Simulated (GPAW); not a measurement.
# Optical response of InPd

Aim: the dielectric function of InPd, and the optical constants that follow from it.

Calculated with GPAW 26.7.0; DFT, PBE, plane-wave PAW (GPAW data sets), scalar-relativistic, RPA, optical limit.

## (1) Starting point

Symmetry: Pm-3m, No. 221, cubic system. The conventional cell has a = 3.272 Å, b = 3.272 Å, c = 3.272 Å, α = 90.00°, β = 90.00°, γ = 90.00°. Nearest to In lie 8 Pd at 2.83 Å. Pd has 8 In at 2.83 Å nearest. Farther neighbours are not listed.

As a file:

```xyz
2
Lattice="3.2719 0.0000 0.0000 0.0000 3.2719 0.0000 0.0000 0.0000 3.2719" Properties=species:S:1:pos:R:3 pbc="T T T"
In    0.0000    0.0000    0.0000
Pd    1.6359    1.6359    1.6359
```

## (2) Bands for the response

At the fixed density, many empty bands are solved on the mesh of the response, since the spectrum sums over them.

This step: DFT, PBE, plane-wave PAW (GPAW data sets), scalar-relativistic, bands at fixed density (GPAW 26.7.0).

Contents of nscf.py:

```python
from ase.dft.bandgap import bandgap
from gpaw import GPAW, FermiDirac

calc = GPAW('gs.gpw').fixed_density(kpts={'size': (13, 13, 13), 'gamma': True}, nbands=49, convergence={'bands': 43},
                                    occupations=FermiDirac(0.05), txt='nscf.txt')
print('gap (eV)', bandgap(calc, output=None)[0])
print('direct gap (eV)', bandgap(calc, direct=True, output=None)[0])
print('top band over the Fermi level (eV)', min(calc.get_eigenvalues(kpt=k)[42] for k in range(len(calc.get_ibz_k_points()))) - calc.get_fermi_level())
calc.write('full.gpw', mode='all')
```

On the command line:

```
$ OMP_NUM_THREADS=1 python nscf.py
```

Numbers of over 12 decimals in the logs are rounded to 6 here.

Log:

```text
Diagonalizing LCAO Hamiltonian
Converting LCAO to pw mode
convergence criteria:
- Maximum integral of absolute [eigenst]ate change: 4e-08 eV^2 / valence electron
maximum number of iterations: 150

SCF iterations
|iter     |      energy | eigst |  dens |
|iter:   1||             | +3.52 |       |
|iter:   2||             | +2.15 |       |
|iter:   3||             | +1.32 |       |
|iter:   4||             | +0.79 |       |
|iter:   5||             | -0.41 |       |
|iter:   6||             | -1.47 |       |
|iter:   7||             | -2.26 |       |
|iter:   8||             | -3.03 |       |
|iter:   9||             | -3.73 |       |
|iter:  10||             | -4.44 |       |
|iter:  11||             | -5.08 |       |
|iter:  12||             | -5.74 |       |
|iter:  13||             | -6.34 |       |
|iter:  14||             | -6.97 |       |
|iter:  15||             | -7.44c|       |
SCF steps: 15
  __  _  _
 | _ |_)|_||  |
 |__||  | ||/\| - 26.7.0

Versions:
  Python: 3.12.14
  ASE:    3.29.0
  Numpy:  2.5.5
  Scipy:  1.18.1
  Libxc:  7.0.0

Input parameters:
  mode=PW(ecut=500.0),
  convergence={'bands': 43},
  gpts=array([18, 18, 18]),
  kpts=MonkhorstPack(size=(13, 13, 13), gamma=True),
  maxiter=150,
  nbands=49,
  occupations=Occupations(name='fermi-dirac', width=0.05, fixmagmom=False),
  parallel={},
  xc=XC(name='PBE')

--- standard output ---
gap (eV) 0.0
direct gap (eV) 0.0
top band over the Fermi level (eV) 37.061968
```

The job ended after 1.7 min (1 thread of Arm Neoverse V1, shared host; peak memory 0.22 GiB).

## (3) Dielectric function, RPA

Transitions between filled and empty bands, summed over the zone, give the optical response, so mesh, band count and broadening shape it.

The induced potential is part of this response.

This step: DFT, PBE, plane-wave PAW (GPAW data sets), scalar-relativistic, RPA, optical limit (GPAW 26.7.0).

Contents of df.py:

```python
from gpaw.response.df import DielectricFunction

df = DielectricFunction('full.gpw', frequencies={'type': 'nonlinear', 'domega0': 0.03, 'omega2': 8},
                        ecut=50,
                        eta=0.15,
                        nbands=43,
                        rate=0.05,
                        txt='df.txt')
for direction in ['x']:
    df.get_dielectric_function(xc='RPA', direction=direction, filename=f'df_{direction}.csv')
```

On the command line:

```
$ OMP_NUM_THREADS=1 python df.py
```

Log:

```text
Using integrator: PointIntegrator
NonLinearFrequencyDescriptor(from 0.000 to 97.120 eV, 538 points)
Nonperiodic BCs:  [False False False]
Using integrator: PointIntegrator
NonLinearFrequencyDescriptor(from 0.000 to 97.120 eV, 538 points)
Nonperiodic BCs:  [False False False]
Using integrator: PointIntegrator

Calculating chi0 body with:
    Ground state adapter containing:
    Number of spins: 1
    Number of kpoints: 2197
    Number of irreducible kpoints: 84
    Number of completely occupied states: 13
    Number of partially occupied states: 15

    Linear response parametrization:
    q_c: [0.0, 0.0, 0.0]
    Number of frequency points: 538
    Planewave cutoff: 50.0
    Number of bands: 43
    Number of planewaves: 27
    Broadening (eta): 0.15

Integrating chi0 body.

Symmetries of q_c:
    Direct symmetries (Uq -> q): 48
    Indirect symmetries (TUq -> q): 0
In total 48 allowed symmetries.

84 groups of equivalent kpoints. 96.176604% reduction.

Integral kind: spectral function

Calculating chi0 optical extensions with:
    Ground state adapter containing:
    Number of spins: 1
    Number of kpoints: 2197
    Number of irreducible kpoints: 84
    Number of completely occupied states: 13
    Number of partially occupied states: 15

    Linear response parametrization:
    Number of frequency points: 538
    Planewave cutoff: 50.0
    Number of bands: 43
    Number of planewaves: 27
    Broadening (eta): 0.15
Integrating chi0 head and wings.

Symmetries of q_c:
    Direct symmetries (Uq -> q): 48
    Indirect symmetries (TUq -> q): 0
In total 48 allowed symmetries.

84 groups of equivalent kpoints. 96.176604% reduction.

Integral kind: spectral function wings

Calculating drude chi0 with:
    Number of frequency points:538
    Plasma frequency decay rate: 0.05 eV

    Ground state adapter containing:
    Number of spins: 1
    Number of kpoints: 2197
    Number of irreducible kpoints: 84
    Number of completely occupied states: 13
    Number of partially occupied states: 15

Symmetries of q_c:
    Direct symmetries (Uq -> q): 48
    Indirect symmetries (TUq -> q): 0
In total 48 allowed symmetries.

84 groups of equivalent kpoints. 96.176604% reduction.

Integral kind: intraband
Plasma frequency:
[[8.26-0.j 0.  -0.j 0.  +0.j]
 [0.  -0.j 8.26-0.j 0.  +0.j]
 [0.  +0.j 0.  +0.j 8.26-0.j]]
```

Run time: 16 s. Hardware: 1 thread; peak memory 0.26 GiB.

Sum at mesh points, not converged in k. The Im ε, E ∥ x by photon energy; read off at these points:

photon energy (eV), Im ε, E ∥ x and a bar:
```
    0.500         55 ##############################
    0.750         21 ###########
    1.000         21 ###########
    1.250          9 #####
    1.500          7 ###
    1.750         10 #####
    1.804         11 ######
    2.000          9 ####
    2.250          9 #####
    2.500         10 #####
    2.663         11 #####
    2.750         10 #####
    3.000          8 ####
    3.250          7 ###
    3.500          7 ###
    3.750          6 ###
    4.000          8 ####
    4.250          7 ###
    4.500          7 ###
    4.750          8 ####
    5.000          7 ####
    5.250          7 ####
    5.500          7 ###
    5.750          8 ####
    6.000          7 ####
    6.250          6 ###
    6.500          6 ###
    6.750          5 ##
    7.000          4 ##
    7.250          4 ##
    7.500          3 #
    7.750          3 #
    8.000          3 #
    8.250          3 #
    8.500          2 #
    8.750          2 #
    9.000          2 #
    9.250          2 
    9.500          2 
    9.750          2 
   10.000          2 
   10.250          2 
   10.500          1 
   10.750          1 
   11.000          1 
   11.250          1 
   11.500          1 
   11.750          1 
   12.000          1 
   12.250          1 
   12.500          1 
   12.750          1 
   13.000          1 
   13.250          1 
   13.500          1 
   13.750          1
```

Values under 1 per cm are given as 1; sum at mesh points, not converged in k. Absorption coefficient, E ∥ x against photon energy:

```csv
photon energy (eV),"absorption coefficient, E ∥ x (1/cm)"
0.492,8.0e5
1.010,7.7e5
1.486,6.8e5
1.985,6.7e5
2.508,6.8e5
3.018,8.0e5
3.510,7.3e5
3.980,7.8e5
4.516,8.1e5
4.981,9.8e5
5.515,1.1e6
6.021,1.4e6
6.494,1.4e6
6.985,1.5e6
7.496,1.5e6
8.026,1.4e6
8.516,1.3e6
9.023,1.4e6
9.483,1.3e6
10.026,1.2e6
10.519,1.2e6
11.029,1.1e6
11.479,1.1e6
12.023,1.1e6
12.504,9.6e5
13.000,9.8e5
13.512,9.6e5
```

Sum at mesh points, not converged in k. The loss function −Im 1/ε at q → 0, E ∥ x by energy loss; read off at these points:

```csv
energy loss (eV),"loss function −Im 1/ε at q → 0, E ∥ x"
0.50,8.5e-4
1.00,0.00600
1.50,0.0168
2.00,0.0560
2.50,0.0876
3.00,0.0932
3.50,0.142
4.00,0.131
4.50,0.148
5.00,0.135
5.50,0.137
6.00,0.121
6.50,0.144
7.00,0.149
7.50,0.163
8.00,0.214
8.50,0.272
9.00,0.269
9.50,0.354
10.00,0.433
10.50,0.468
11.00,0.623
11.50,0.688
12.00,0.806
12.50,1.01
12.59,1.01
13.00,0.902
13.34,0.987
13.50,0.881
```

Sum at mesh points, not converged in k. The reflectivity at normal incidence, E ∥ x by photon energy; read off at these points:

```csv
photon energy (eV),"reflectivity at normal incidence, E ∥ x (%)"
0.5,97.3
1.0,91.2
1.5,86.3
2.0,66.7
2.5,52.0
3.0,54.3
3.5,41.1
4.0,37.9
4.5,34.1
5.0,37.5
5.5,39.6
6.0,45.7
6.5,46.7
7.0,50.3
7.5,52.1
8.0,46.8
8.5,43.3
9.0,46.7
9.5,43.9
10.0,37.5
10.5,39.5
11.0,35.4
11.5,29.0
12.0,28.0
12.5,22.0
13.0,17.3
13.5,14.1
```

The Im ε, E ∥ x has structure finer than the step of the table below, so its rows give means over 0.5 eV, whole bins alone (the curve runs from 0.305 to 14.0 eV). Peaks (eV: height): without local fields 1.80: 11.1; with local fields 1.80: 11.1.

Sum at mesh points, not converged in k. Im ε, E ∥ x against photon energy; means over each step:

```csv
photon energy (eV),without local fields,with local fields
1.0,18.0,18.0
1.5,7.84,7.83
2.0,9.58,9.56
2.5,10.1,10.1
3.0,8.28,8.28
3.5,6.46,6.45
4.0,7.19,7.19
4.5,7.01,7.02
5.0,7.68,7.59
5.5,7.38,7.38
6.0,7.26,7.31
6.5,5.58,5.71
7.0,4.35,4.47
7.5,3.39,3.47
8.0,2.82,2.86
8.5,2.46,2.45
9.0,2.12,2.12
9.5,1.66,1.66
10.0,1.64,1.62
10.5,1.45,1.41
11.0,1.20,1.17
11.5,1.28,1.21
12.0,1.15,1.08
12.5,1.07,0.982
13.0,1.19,1.08
13.5,1.27,1.16
```

Optical constants at common wavelengths, from n + ik = √ε:

```csv
wavelength (nm),n,k,R (%),1/α
1550,1.09,9.336,95.2,13 nm
1064,0.97,6.683,92.0,13 nm
800,0.86,4.199,83.7,15 nm
450,1.86,2.803,53.6,13 nm
405,1.49,2.542,53.0,13 nm
365,1.57,2.070,42.3,14 nm
308,1.94,1.983,38.3,12 nm
```

A polished face would reflect 57 % of daylight and look faintly red (CIE x = 0.332, y = 0.332 under D65).

## (4) Summary of results

What this shows: At this level (PBE, RPA) InPd is a metal. The mesh is too coarse to trust the carriers' weight, the reflectivity or the colour to better than tens of per cent. A polished face would reflect 57 % of daylight and look faintly red (CIE x = 0.332, y = 0.332 under D65). The carriers' damping of 0.05 eV is typed, not computed; it shapes the response at the lowest energies. Spin-orbit coupling is left out although heavy atoms are present. In this version of GPAW the matrix elements of the optical limit are incomplete, which can lower ε − 1 by up to a tenth where first-row anions or d states rule, and shift it by more in d metals. GPAW's carrier term has the form −ωp²/(ω + i·rate)², which damps like twice the rate and fails at low energy, so the curves leave the lowest energies out. The sum runs over mesh points 0.15 Å⁻¹ apart with no interpolation, so peaks are partly noise of the mesh, and the Drude plasma energy, a sum over the Fermi surface, isn't converged.

[Machine, clock and banner lines and Python warnings are left out of the logs.]

[Logs are printed without paths, hosts, clocks, repeated set-up lines and the standing remarks that a program may print on its own settings, such as how far it seeks lower states.]

[Hosts, paths, dates, database ids (printed as entryN), source tags and the programs' standing remarks are cut or masked in the printed files.]
